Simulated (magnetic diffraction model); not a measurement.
# Which magnetic order? CrInI₇

Space group Pc (no. 7), a = 7.2810 Å, b = 7.2490 Å, c = 15.6800 Å, β = 102.16°.

```csv
site,atom,x,y,z
2a,I,0.6356,0.1096,0.4878
2a,I,0.2803,0.6144,0.4631
2a,I,0.6810,0.6607,0.3284
2a,I,0.0394,0.1078,0.3447
2a,I,0.8749,0.6329,0.6165
2a,I,0.4904,0.1661,0.2174
2a,I,0.2040,0.1855,0.6200
2a,In,0.7132,0.0022,0.3415
2a,Cr,0.9976,0.4116,0.4961
```

This is a made-up structure (elements placed in a structure type, unrelaxed), so the numbers test the method and describe no known phase.

Only Cr is taken to order (form factors of Cr4+); orders and moment sizes are assumed, and not adapted to the symmetry. Radiation: neutrons of λ = 2.567 Å, 5° to 30°; isotropic B of 0.63 Å² (I), 0.74 Å² (In) and 0.71 Å² (Cr). The intensities are simulated: I ∝ L Σ (|F_N|² + |F_M⊥|²) for unpolarised neutrons, with F_M = 2.695 fm/μB × Σ f(s) S exp(2πi Q·r) exp(−B s²) at Q = H ± k (one set where k and −k are equivalent), only the part normal to Q counting and L = 1/(sin²θ cos θ). For collinear order S is the moment m, which repeats by lattice and centring translations R with the sign exp(−2πi k·R). Form factors are spin-only for 3d ions and dipole or tabulated for f ions, scattering lengths are Sears's of 1992, and absorption is left out. A label names one of the reflections at its angle. The strongest nuclear line in the range is 100, and lines under 0.2 are left out.

Above the ordering temperature:

```
2θ (°)     index      I
 19.28   (0 0 2)   34.6
 20.40   (0 1 0)   16.9
 20.78   (1 0 0)   29.1
 22.59   (0 1 1)   13.6
 25.27  (1 0 -2)  100.0
 28.21   (0 1 2)   93.3
 29.28   (1 1 0)   46.7
 29.43  (1 1 -1)   34.8
```

Below it (cell unchanged):

```csv
2θ (°),I
14.43,21.9
19.28,34.6
20.31,5.3
20.40,16.9
20.78,29.1
20.97,10.6
22.32,5.1
22.59,13.6
22.71,5.0
24.17,7.3
25.08,9.1
25.27,100.0
27.83,3.9
28.21,93.3
28.46,3.8
28.94,9.4
29.28,46.7
29.43,34.8
```

**Question.** Find the propagation vector, then choose among these models:
A. collinear moments along [110], 1.55 μB on Cr; signs + at (0.9976, 0.4116, 0.4961), − at (0.9976, 0.5884, 0.9961)
B. collinear moments along [111], 1.55 μB on Cr; signs + at (0.9976, 0.4116, 0.4961), − at (0.9976, 0.5884, 0.9961)
C. collinear moments along [111], 1.55 μB on Cr; signs + at (0.9976, 0.4116, 0.4961), + at (0.9976, 0.5884, 0.9961)
D. collinear moments along [110], 1.55 μB on Cr; signs + at (0.9976, 0.4116, 0.4961), + at (0.9976, 0.5884, 0.9961)

The new lines index as (0 0 3/2) at 14.43°, (1 0 -1/2) at 20.31°, (0 1 1/2) at 20.97° and (1 0 1/2) at 22.32°, that is as H ± k with k = (0 0 1/2). Half indices mean that the moments reverse under translations with k·R a half-integer, and the magnetic cell has twice the primitive volume. Below the range, at 4.80°, lies the magnetic line (0 0 1/2) with 204.

Magnetic intensity, observed (below minus above) and for each model:

| 2θ (°) | index | observed | A | B | C | D |
| --- | --- | --- | --- | --- | --- | --- |
| 14.43 | (0 0 3/2) | 21.9 | 21.9 | 4.9 | 4.9 | 21.9 |
| 20.31 | (1 0 -1/2) | 5.3 | 5.3 | 10.2 | 10.2 | 5.3 |
| 20.97 | (0 1 1/2) | 10.6 | 10.6 | 12.9 | 18.8 | 10.6 |
| 22.71 | (1 0 -3/2) | 5.0 | 5.0 | 8.1 | 8.1 | 5.0 |
| 24.17 | (0 0 5/2) | 7.3 | 7.3 | 1.7 | 1.7 | 7.3 |
| 25.08 | (0 1 3/2) | 9.1 | 9.1 | 12.7 | 4.3 | 9.1 |
| 27.83 | (1 0 3/2) | 3.9 | 3.9 | 2.2 | 2.2 | 3.9 |
| 28.94 | (-1 1 1/2) | 9.4 | 9.4 | 9.6 | 8.0 | 0.5 |

Model A matches.

The structure used: k = (0 0 1/2), collinear moments along [110], 1.55 μB on Cr; signs + at (0.9976, 0.4116, 0.4961), − at (0.9976, 0.5884, 0.9961).

[Logs are printed without paths, hosts, clocks, repeated set-up lines and the standing remarks that a program may print on its own settings, such as how far it seeks lower states.]
